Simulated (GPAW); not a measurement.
# CaC2 (I4/mmm): G0W0 with GPAW, start to end

Aim: the G0W0 gap of CaC2 (I4/mmm) on LDA, step by step.

Calculated with GPAW 26.7.0; LDA and many-body steps on it, plane waves.

## (1) The starting structure

The structure is tetragonal, space group I4/mmm (No. 139). The conventional cell has a = 3.869 Å, b = 3.869 Å, c = 6.404 Å, α = 90.00°, β = 90.00°, γ = 90.00°. Nearest to Ca lie 10 C at 2.58 to 2.81 Å. Nearest to C lie 1 C at 1.25 Å and 5 Ca at 2.58 to 2.81 Å. Farther neighbours are not listed.

Structure file:

```
Ca C
1.0
    -1.93430    1.93430    3.20211
     1.93430   -1.93430    3.20211
     1.93430    1.93430   -3.20211
Ca C
1 2
Direct
  0.00000 0.00000 0.00000
  0.59789 0.59789 0.00000
  0.40211 0.40211 0.00000
```

The cell and positions are those that the Materials Project relaxed with its own functionals (PBE, PBE+U or r2SCAN), kept fixed.

## (2) Ground state

This step: GPAW 26.7.0; DFT, LDA, plane waves, PAW.

The ground-state density comes first.

File run.py:

```python
import json
import numpy as np
from gpaw.mpi import world
from ase import Atoms
from gpaw import GPAW, PW, FermiDirac

atoms = Atoms(['Ca', 'C', 'C'],
    cell=[[-1.9342985994, 1.9342985994, 3.2021112425],
      [1.9342985994, -1.9342985994, 3.2021112425],
      [1.9342985994, 1.9342985994, -3.2021112425]],
    scaled_positions=[[0.0000000000, 0.0000000000, 0.0000000000],
      [0.5978927200, 0.5978927200, 0.0000000000],
      [0.4021072800, 0.4021072800, 0.0000000000]],
    pbc=(True, True, True))
calc = GPAW(mode=PW(600),
    xc='LDA',
    kpts={'size': (8, 8, 8), 'gamma': True},
    occupations=FermiDirac(0.001),
    nbands=-7,
    convergence={'density': 1e-6, 'bands': -3},
    maxiter=100,
    txt='gs.txt')
atoms.calc = calc
res = {'energy': atoms.get_potential_energy()}
kpts = calc.get_ibz_k_points()
res['kpts'] = kpts
res['eigenvalues'] = [calc.get_eigenvalues(kpt=k) for k in range(len(kpts))]
res['n_electrons'] = calc.get_number_of_electrons()
calc.write('gs.gpw')

if world.rank == 0:
    with open('result.json', 'w') as f:
        json.dump(res, f, default=lambda x: x.tolist())
```

Command:

```console
mpirun -n 4 gpaw python run.py
```

Log:

```text
__  _  _
 | _ |_)|_||  |
 |__||  | ||/\| - 26.7.0

Input parameters:
  mode=PW(ecut=600.0),
  convergence={'density': 1e-06, 'bands': -3},
  kpts=MonkhorstPack(size=(8, 8, 8), gamma=True),
  maxiter=100,
  nbands=-7,
  occupations=Occupations(name='fermi-dirac', width=0.001, fixmagmom=False),
  xc=XC(name='LDA')
  [... matrices ...]
Diagonalizing LCAO Hamiltonian
Converting LCAO to pw mode

       C
       C

       Ca

Atoms  # Å, Bohr magnetons
|   | symbol |        x |         y |        z |    initial magnetic moments |
| 0 |     Ca | 0.000000 |  0.000000 | 0.000000 | ( 0.0000,  0.0000,  0.0000) |
| 1 |      C | 0.000000 | -0.000000 | 3.829038 | ( 0.0000,  0.0000,  0.0000) |
| 2 |      C | 0.000000 | -0.000000 | 2.575184 | ( 0.0000,  0.0000,  0.0000) |

Unit cell  # Å
| periodic |         x |         y |         z |  lengths |     angles |
|      yes | -1.934299 |  1.934299 |  3.202111 | 4.211477 | 125.317110 |
|      yes |  1.934299 | -1.934299 |  3.202111 | 4.211477 | 125.317110 |
|      yes |  1.934299 |  1.934299 | -3.202111 | 4.211477 |  81.013448 |

Number of symmetries: 16
Symmetry operations  # r_c * U_cc + t_c -> r_c
|    | kind |            matrix            |
|  0 |  σ   |  1, 1, 1,  0, 0,-1,  0,-1, 0 |
|  1 |  C4  |  1, 1, 1,  0, 0,-1, -1, 0, 0 |
|  2 |  E   |  1, 0, 0,  0, 1, 0,  0, 0, 1 |
|  3 |  σ   |  1, 0, 0,  0, 1, 0, -1,-1,-1 |
|  4 |  σ   |  0, 1, 0,  1, 0, 0,  0, 0, 1 |
|  5 |  C2  |  0, 1, 0,  1, 0, 0, -1,-1,-1 |
|  6 |  C2  |  0, 0, 1, -1,-1,-1,  1, 0, 0 |
|  7 |  S4  |  0, 0, 1, -1,-1,-1,  0, 1, 0 |
|  8 |  C4  |  0, 0,-1,  1, 1, 1,  0,-1, 0 |
|  9 |  σ   |  0, 0,-1,  1, 1, 1, -1, 0, 0 |
| 10 |  σ   |  0,-1, 0, -1, 0, 0,  1, 1, 1 |
| 11 |  C2  |  0,-1, 0, -1, 0, 0,  0, 0,-1 |
| 12 |  C2  | -1, 0, 0,  0,-1, 0,  1, 1, 1 |
| 13 |  i   | -1, 0, 0,  0,-1, 0,  0, 0,-1 |
| 14 |  S4  | -1,-1,-1,  0, 0, 1,  1, 0, 0 |
| 15 |  C2  | -1,-1,-1,  0, 0, 1,  0, 1, 0 |

BZ-sampling:
  Number of BZ points: 512
  Number of IBZ points: 59

  Monkhorst-Pack size: [8, 8, 8]
  Monkhorst-Pack shift: [0.0625, 0.0625, 0.0625]

K-points  # in reciprocal-cell coordinates
|     |                                coordinates |     weight |
|   0 | (  0.00000000,   0.00000000,   0.00000000) | 0.00195312 |
|   1 | (  0.12500000,  -0.12500000,   0.00000000) | 0.00781250 |
|   2 | (  0.12500000,  -0.12500000,   0.12500000) | 0.00781250 |
|   3 | (  0.12500000,   0.00000000,   0.00000000) | 0.01562500 |
|   4 | (  0.12500000,   0.12500000,  -0.12500000) | 0.00390625 |
|   5 | (  0.25000000,  -0.25000000,   0.00000000) | 0.00781250 |
|   6 | (  0.25000000,  -0.25000000,   0.12500000) | 0.01562500 |
|   7 | (  0.25000000,  -0.25000000,   0.25000000) | 0.00781250 |
|   8 | (  0.25000000,  -0.12500000,   0.00000000) | 0.03125000 |
|   9 | (  0.25000000,  -0.12500000,   0.12500000) | 0.01562500 |
| ... |                                            |            |
|  58 | (  0.50000000,   0.50000000,   0.50000000) | 0.00195312 |

Plane wave coefficients: 1621
Cutoff: 600.0 eV

Spin-components: 1 (collinear spins)
Bands:           16
Projectors:      15
Spin-degeneracy: 2
Datatype:        complex128

  Storage: CPU
  Wave functions: 24_483_584 bytes (6_120_896 per core)
  Projectors: 33_664_928 bytes (8_416_232 per core)
  [... matrices ...]
Parallelization:
  kpt:    4
  domain: 1
  band:   1

Density:
  Valence electrons: 18.0
  Components: 1
  Grid points: [24 24 24]
  Charge: 0.0  # |e|

Potential:
  Grid points: [24 24 24]

species:
  Ca:
    name:    Calcium
    Z:       20.0
    valence: 10
    core:    10
    charge:  0.0  # [|e|]
    compensation charges:
      type: gauss
      rc: 0.37  # [Å]
      lmax: 2
    cutoffs:
      filter: 2.10  # [Å]
      core: 1.17  # [Å]
    projectors
    | kind |    occ | energy [eV] | rcut [Å] |
    |   3s |  2.000 |     -46.826 |    1.175 |
    |   4s |  2.000 |      -3.864 |    1.175 |
    |   3p |  6.000 |     -27.986 |    1.154 |
    |    p |        |      -0.774 |    1.154 |
    |    d |        |       0.000 |    0.937 |

    Using partial waves for Ca as LCAO basis

  C:
    name:    Carbon
    Z:       6.0
    valence: 4
    core:    2
    charge:  0.0  # [|e|]
    compensation charges:
      type: gauss
      rc: 0.20  # [Å]
      lmax: 2
    cutoffs:
      filter: 1.14  # [Å]
      core: 1.14  # [Å]
    projectors
    | kind |    occ | energy [eV] | rcut [Å] |
    |   2s |  2.000 |     -13.639 |    0.635 |
    |   2p |  2.000 |      -5.414 |    0.635 |
    |    s |        |      13.573 |    0.635 |
    |    p |        |      21.797 |    0.635 |
    |    d |        |       0.000 |    0.635 |

    Using partial waves for C as LCAO basis

Reference energy: -20504.017930  # eV

eigensolver:
  PPCG
  Converge bands: -3
  niter=2

density mixing:
  MSR1-Mixer
  Pratt-step length: 0.05
  Maximum mixing coefficient: 0.75
  Old densities: 10
  SVD Regularization: 0.005
  Good broyden scale: 1.0
  Trust region scale: 1.0
  Backstep threshold: 4.0
  History deletion threshold: 6.0
  Fourier metric: weight=20.0, sigma=0.015

occupation numbers:
  Fermi-Dirac:
    width: 0.0010  # eV

poisson solver:
  ecut: 4800.0  # eV

xc functional:
  name: None

Initialization done in: 1.225 s

convergence criteria:
- Maximum integral of absolute [dens]ity change: 1e-06 electrons / valence electron
- Maximum [total energy] change in last 3 cyles: 0.0005 eV / valence electron
- Maximum integral of absolute [eigenst]ate change: 4e-08 eV^2 / valence electron
maximum number of iterations: 100

SCF iterations
|iter     |     time |      energy | eigst |  dens |
|iter:   1|  |  -24.601008 | +1.53 |       |
|iter:   2|  |  -24.133578 | +0.44 | -0.89 |
|iter:   3|  |  -22.270701 | +0.16 | -0.94 |
|iter:   4|  |  -22.260097 | -0.52 | -1.61 |
|iter:   5|  |  -22.259676 | -1.06 | -2.02 |
|iter:   6|  |  -22.259731c| -2.06 | -2.93 |
|iter:   7|  |  -22.259735c| -2.83 | -3.51 |
|iter:   8|  |  -22.259735c| -1.92 | -4.31 |
|iter:   9|  |  -22.259735c| -2.41 | -4.92 |
|iter:  10|  |  -22.259735c| -2.61 | -5.98 |
|iter:  11|  |  -22.259735c| -3.47 | -6.64c|
|iter:  12|  |  -22.259735c| -3.88 | -7.27c|
|iter:  13|  |  -22.259735c| -5.33 | -8.44c|
|iter:  14|  |  -22.259735c| -6.68 | -9.02c|
|iter:  15|  |  -22.259735c| -7.51c| -9.64c|

Converged in 15 steps
SCF loop duration: 10.851 s (0.723 s/step)
Energy contributions relative to reference atoms: (reference = -20504.017930)
  [... matrices ...]
Energy contributions:
  Kinetic:          17.299496
  Coulomb:         -16.206231
  Zero:             -0.569017
  External:          0.000000
  Xc:              -22.783983
  Entropy:          -0.000000
  Spinorbit:         0.000000
  ----------------------------
  Free energy:     -22.259735
  Extrapolated:    -22.259735

dipole moment: (-6.403299, -6.403299, -10.600264)  # |e|*Ang

Fermi level: 3.267
Eigenvalues  # (at kpt = [0.000, 0.000, 0.000])
| band index |      eig [eV] | occ [0-2] |
|          0 |       -35.630 |     2.000 |
|          1 |       -16.913 |     2.000 |
|          2 |       -16.913 |     2.000 |
|          3 |       -16.795 |     2.000 |
|          4 |        -9.788 |     2.000 |
|          5 |         0.203 |     2.000 |
|          6 |         0.847 |     2.000 |
|          7 |         1.950 |     2.000 |
|          8 |         1.950 |     2.000 |
|          9 |         6.061 |     0.000 |
|         10 |         6.061 |     0.000 |
|         11 |         7.149 |     0.000 |
|         12 |         8.011 |     0.000 |
|         13 |         8.703 |     0.000 |
|         14 |        12.068 |     0.000 |
|         15 |        12.068 |     0.000 |

Gap: 1.189 eV
Transition (v -> c):
  (s=0, k=58, n=8, [0.50, 0.50, 0.50]) -> (s=0, k=54, n=9, [0.50, 0.50, 0.00])
Direct/indirect transitions are different
Direct gap: 2.249 eV
Transition at: (s=0, k=54, n=8, [0.50, 0.50, 0.00])
# Writing to gs.gpw (mode='')
  [... matrices ...]
```

Run time: 14 s. Hardware: 4 MPI ranks of Arm Neoverse V1, shared host; peak memory 0.64 GiB; 56 s of CPU time.

This step gave:

```
total energy               : -22.26 eV
gap                        : 1.189 eV
k of the valence top       : 0.5, 0.5, 0.5
k of the conduction bottom : 0.5, 0.5, 0
least direct gap           : 2.249 eV
```

The gap is indirect, with the least direct gap 1.06 eV higher.

## (3) Bands along the symmetry lines

Levels along a band path, at the cheap level, show where the edges lie and whether the meshes to come will hold them.

File run.py:

```python
import json
import numpy as np
from gpaw.mpi import world
from gpaw import GPAW

path = [[0.000000, 0.000000, 0.000000],
    [0.000000, 0.000000, 0.062500],
    [0.000000, 0.000000, 0.125000],
    [0.000000, 0.000000, 0.187500],
    [0.000000, 0.000000, 0.250000],
    [0.000000, 0.000000, 0.312500],
    [0.000000, 0.000000, 0.375000],
    [0.000000, 0.000000, 0.437500],
    [0.000000, 0.000000, 0.500000],
    [0.031250, 0.031250, 0.468750],
    [0.062500, 0.062500, 0.437500],
    [0.093750, 0.093750, 0.406250],
    [0.125000, 0.125000, 0.375000],
    [0.156250, 0.156250, 0.343750],
    [0.187500, 0.187500, 0.312500],
    [0.218750, 0.218750, 0.281250],
    [0.250000, 0.250000, 0.250000],
    [0.218750, 0.281250, 0.218750],
    [0.187500, 0.312500, 0.187500],
    [0.156250, 0.343750, 0.156250],
    [0.125000, 0.375000, 0.125000],
    [0.093750, 0.406250, 0.093750],
    [0.062500, 0.437500, 0.062500],
    [0.031250, 0.468750, 0.031250],
    [0.000000, 0.500000, 0.000000],
    [0.000000, 0.437500, 0.000000],
    [0.000000, 0.375000, 0.000000],
    [0.000000, 0.312500, 0.000000],
    [0.000000, 0.250000, 0.000000],
    [0.000000, 0.187500, 0.000000],
    [0.000000, 0.125000, 0.000000],
    [0.000000, 0.062500, 0.000000],
    [0.000000, 0.000000, 0.000000],
    [0.062500, 0.062500, -0.062500],
    [0.125000, 0.125000, -0.125000],
    [0.187500, 0.187500, -0.187500],
    [0.250000, 0.250000, -0.250000],
    [0.312500, 0.312500, -0.312500],
    [0.375000, 0.375000, -0.375000],
    [0.437500, 0.437500, -0.437500],
    [0.500000, 0.500000, -0.500000],
    [0.480153, 0.519847, -0.480153],
    [0.460306, 0.539694, -0.460306],
    [0.440459, 0.559541, -0.440459],
    [0.420613, 0.579387, -0.420613],
    [0.400766, 0.599234, -0.400766],
    [0.380919, 0.619081, -0.380919],
    [0.361072, 0.638928, -0.361072],
    [0.341225, 0.658775, -0.341225],
    [-0.341225, 0.341225, 0.341225],
    [-0.298572, 0.298572, 0.298572],
    [-0.255919, 0.255919, 0.255919],
    [-0.213266, 0.213266, 0.213266],
    [-0.170613, 0.170613, 0.170613],
    [-0.127959, 0.127959, 0.127959],
    [-0.085306, 0.085306, 0.085306],
    [-0.042653, 0.042653, 0.042653],
    [0.000000, 0.000000, 0.000000],
    [-0.000000, 0.000000, 0.500000],
    [-0.022806, 0.022806, 0.500000],
    [-0.045613, 0.045613, 0.500000],
    [-0.068419, 0.068419, 0.500000],
    [-0.091225, 0.091225, 0.500000],
    [-0.114031, 0.114031, 0.500000],
    [-0.136838, 0.136838, 0.500000],
    [-0.159644, 0.159644, 0.500000],
    [-0.182450, 0.182450, 0.500000],
    [0.500000, 0.500000, -0.182450],
    [0.500000, 0.500000, -0.222144],
    [0.500000, 0.500000, -0.261838],
    [0.500000, 0.500000, -0.301531],
    [0.500000, 0.500000, -0.341225],
    [0.500000, 0.500000, -0.380919],
    [0.500000, 0.500000, -0.420613],
    [0.500000, 0.500000, -0.460306],
    [0.500000, 0.500000, -0.500000]]
calc = GPAW('gs.gpw').fixed_density(kpts=path,
    symmetry='off',
    nbands=19,
    convergence={'bands': 15},
    txt='bands.txt')
res = {}
kpts = calc.get_ibz_k_points()
res['kpts'] = kpts
res['eigenvalues'] = [calc.get_eigenvalues(kpt=k) for k in range(len(kpts))]
res['n_electrons'] = calc.get_number_of_electrons()

if world.rank == 0:
    with open('result.json', 'w') as f:
        json.dump(res, f, default=lambda x: x.tolist())
```

Command:

```console
mpirun -n 4 gpaw python run.py
```

Log:

```text
Diagonalizing LCAO Hamiltonian
Converting LCAO to pw mode
convergence criteria:
- Maximum integral of absolute [eigenst]ate change: 4e-08 eV^2 / valence electron
maximum number of iterations: 100

SCF iterations
|iter     |     time |      energy | eigst |  dens |
|iter:   1|  |             | +2.00 |       |
|iter:   2|  |             | +1.15 |       |
|iter:   3|  |             | +0.16 |       |
[...]
|iter:   7|  |             | -5.67 |       |
|iter:   8|  |             | -7.02 |       |
|iter:   9|  |             | -7.85c|       |
SCF steps: 9
  __  _  _
 | _ |_)|_||  |
 |__||  | ||/\| - 26.7.0

Input parameters:
  mode=PW(ecut=600.0),
  convergence={'bands': 15},
  gpts=array([24, 24, 24]),
  kpts=KPoints(kpts=array([[ 0.      ,  0.      ,  0.      ],
         [ 0.      ,  0.      ,  0.0625  ],
         [ 0.      ,  0.      ,  0.125   ],
         [ 0.      ,  0.      ,  0.1875  ],
[...]
[ 0.480153,  0.519847, -0.480153],
         [ 0.460306,  0.539694, -0.460306],
         [ 0.440459,  0.559541, -0.440459],
[...]
[ 0.361072,  0.638928, -0.361072],
         [ 0.341225,  0.658775, -0.341225],
         [-0.341225,  0.341225,  0.341225],
         [-0.298572,  0.298572,  0.298572],
         [-0.255919,  0.255919,  0.255919],
[...]
[-0.085306,  0.085306,  0.085306],
         [-0.042653,  0.042653,  0.042653],
         [ 0.      ,  0.      ,  0.      ],
         [-0.      ,  0.      ,  0.5     ],
         [-0.022806,  0.022806,  0.5     ],
         [-0.045613,  0.045613,  0.5     ],
         [-0.068419,  0.068419,  0.5     ],
         [-0.091225,  0.091225,  0.5     ],
         [-0.114031,  0.114031,  0.5     ],
         [-0.136838,  0.136838,  0.5     ],
         [-0.159644,  0.159644,  0.5     ],
         [-0.18245 ,  0.18245 ,  0.5     ],
         [ 0.5     ,  0.5     , -0.18245 ],
         [ 0.5     ,  0.5     , -0.222144],
         [ 0.5     ,  0.5     , -0.261838],
         [ 0.5     ,  0.5     , -0.301531],
         [ 0.5     ,  0.5     , -0.341225],
         [ 0.5     ,  0.5     , -0.380919],
         [ 0.5     ,  0.5     , -0.420613],
         [ 0.5     ,  0.5     , -0.460306],
         [ 0.5     ,  0.5     , -0.5     ]])),
  maxiter=100,
  nbands=19,
  occupations=Occupations(name='fermi-dirac', width=0.001, fixmagmom=False),
  parallel={},
  symmetry=Symmetry(point_group=False, time_reversal=False),
  xc=XC(name='LDA')
  [... matrices ...]
timing:  # [seconds]
  Total: 0.034  # ━━━━━━━━━━━━━━━━━━━━━━━━━━━━━━━━━━━━━━━━━━━━━━━━━━━━━━━━━━━
```

Run time: 13 s. Hardware: 4 MPI ranks; peak memory 0.7 GiB.

Numbers from this step:

- gap: 1.185 eV
- k of the valence top: 0.4375, 0.4375, -0.4375
- k of the conduction bottom: 0, 0, 0.5
- least direct gap: 2.249 eV

The gap is 1.185 eV, −0.004 eV from the run before at this level.

The electronic bands at the labelled points (eV, zero at the top of the highest filled band):

```csv
point,band 6,band 7,band 8,band 9,band 10,band 11,band 12,band 13
Γ,-2.73,-2.09,-0.98,-0.98,3.13,3.13,4.22,5.08
halfway,-3.02,-2.61,-1.38,-1.27,1.99,5.29,5.81,5.87
X,-2.92,-2.74,-1.60,-1.06,1.19,5.69,6.36,7.07
halfway,-3.17,-2.64,-1.88,-0.71,1.81,4.81,6.45,7.07
P,-3.37,-2.33,-2.33,-0.40,3.21,3.21,6.62,7.07
halfway,-3.85,-2.26,-2.11,-0.60,3.81,3.97,6.54,7.01
N,-4.21,-2.33,-1.82,-0.84,4.81,5.87,5.96,6.16
halfway,-3.63,-1.92,-1.45,-1.11,3.64,3.98,4.98,6.21
Γ,-2.73,-2.09,-0.98,-0.98,3.13,3.13,4.22,5.08
halfway,-4.14,-1.37,-1.37,-0.34,3.59,4.70,4.70,5.67
M,-4.43,-1.61,-1.61,0.00,3.11,5.74,6.17,6.57
halfway,-4.32,-2.03,-1.68,-0.11,3.62,6.32,6.49,6.58
S,-4.00,-2.76,-1.81,-0.41,4.80,5.43,6.05,6.72
jump to S0,-4.00,-2.76,-1.81,-0.41,4.80,5.43,6.05,6.72
halfway,-3.10,-2.82,-1.56,-1.16,3.45,3.96,5.67,6.65
Γ,-2.73,-2.09,-0.98,-0.98,3.13,3.13,4.22,5.08
jump to X,-2.92,-2.74,-1.60,-1.06,1.19,5.69,6.36,7.07
halfway,-3.13,-2.69,-1.84,-0.89,1.65,5.75,6.53,6.79
R,-3.57,-2.52,-2.16,-0.64,2.81,5.93,5.99,6.57
jump to G,-3.57,-2.52,-2.16,-0.64,2.81,5.93,5.99,6.57
halfway,-4.21,-2.05,-1.99,-0.20,4.09,5.54,6.18,6.36
M,-4.43,-1.61,-1.61,0.00,3.11,5.74,6.17,6.57
```

The electronic bands as a text plot (rows in eV, shown from -8.0 to 5.8 only; labels by their first letter):

```
    5.5 |+++++   ++        + ++  + + ++++ ++   ++  + +++++    +
    4.9 |+ +       +      +++++++ +++  +       +++  ++ +    ++
    4.3 |++ +       +    ++   +  ++++ +       +  ++   ++    +++
    3.8 |  +         +  +      ++    +++     +    +++
    3.2 |++           ++        +++++   +++++      +++++       ++
    2.6 |  ++        +                                     +
    2.0 |    +      +                                     +
    1.5 |     ++++++                                    ++
    0.9 |
    0.3 |
   -0.3 |            ****              *********            *****
   -0.8 |**     *****    *******  *** *         ***   ******
   -1.4 |  ********            ***   *********     ***  *       *
   -2.0 |**        ***  *************       *******   ** *******
   -2.5 |****** **************     *          **   **********
   -3.1 |   **********          *** *           *****   ***
   -3.7 |             ***      *     **         **         **
   -4.3 |                ******        *********             ****
   -4.8 |
   -5.4 |
   -6.0 |
   -6.6 |
   -7.1 |
   -7.7 |
         Γ       X   P      N      Γ       M  S|S      Γ|XR|G   M
```

## (4) Empty states on the mesh, 4×4×4 mesh, 317 bands

The sums over transitions need many empty states on a uniform mesh; this step solves for them.

File run.py:

```python
import json
import numpy as np
from gpaw.mpi import world
from gpaw import GPAW

calc = GPAW('gs.gpw').fixed_density(kpts={'size': (4, 4, 4), 'gamma': True},
    parallel={'domain': 1, 'band': 1},
    txt='nscf.txt')
calc.diagonalize_full_hamiltonian(nbands=317)
calc.write('full.gpw', mode='all')
res = {}
kpts = calc.get_ibz_k_points()
res['kpts'] = kpts
res['eigenvalues'] = [calc.get_eigenvalues(kpt=k) for k in range(len(kpts))]
res['n_electrons'] = calc.get_number_of_electrons()

if world.rank == 0:
    with open('result.json', 'w') as f:
        json.dump(res, f, default=lambda x: x.tolist())
```

Command:

```console
mpirun -n 4 gpaw python run.py
```

Log:

```text
Diagonalizing LCAO Hamiltonian
Converting LCAO to pw mode
convergence criteria:
- Maximum integral of absolute [eigenst]ate change: 4e-08 eV^2 / valence electron
maximum number of iterations: 100

SCF iterations
|iter     |     time |      energy | eigst |  dens |
|iter:   1|  |             | +1.55 |       |
|iter:   2|  |             | +0.60 |       |
|iter:   3|  |             | +0.03 |       |
[...]
|iter:  28|  |             | -6.93 |       |
|iter:  29|  |             | -7.16 |       |
|iter:  30|  |             | -7.43c|       |
SCF steps: 30
  __  _  _
 | _ |_)|_||  |
 |__||  | ||/\| - 26.7.0

Input parameters:
  mode=PW(ecut=600.0),
  convergence={'density': 1e-06, 'bands': -3},
  gpts=array([24, 24, 24]),
  kpts=MonkhorstPack(size=(4, 4, 4), gamma=True),
  maxiter=100,
  nbands=16,
  occupations=Occupations(name='fermi-dirac', width=0.001, fixmagmom=False),
  parallel={'domain': 1, 'band': 1},
  xc=XC(name='LDA')
Matrix size: 1621x1621
# Writing to full.gpw (mode='all')
  [... matrices ...]

timing:  # [seconds]
  Total: 23.290  # ━━━━━━━━━━━━━━━━━━━━━━━━━━━━━━━━━━━━━━━━━━━━━━━━━━━━━━━━━━
```

Run time: 31 s. Hardware: 4 MPI ranks; peak memory 1.5 GiB; 2 min of CPU time.

Numbers from this step:

| Quantity | Value |
| --- | --- |
| gap | 1.189 eV |
| k of the valence top | 0.5, 0.5, 0.5 |
| k of the conduction bottom | 0.5, 0.5, 0 |
| least direct gap | 2.249 eV |
| k points computed | 13 |
| lowest point of the top converged band, above the valence top | 184.0819 eV |

On this mesh the gap is 1.189 eV.

(Part 1 of 2 ends here.)

[Paths, hosts, dates, memory and timing lines, banners, echoed tables and standing remarks are left out of the program output.]

[Logs are printed without paths, hosts, clocks, repeated set-up lines and the standing remarks that a program may print on its own settings, such as how far it seeks lower states.]

[Runs of the session that timed out or met a known fault of the program may be left out.]

[Hosts, paths, dates, database ids (printed as entryN), source tags and the programs' standing remarks are cut or masked in the printed files.]
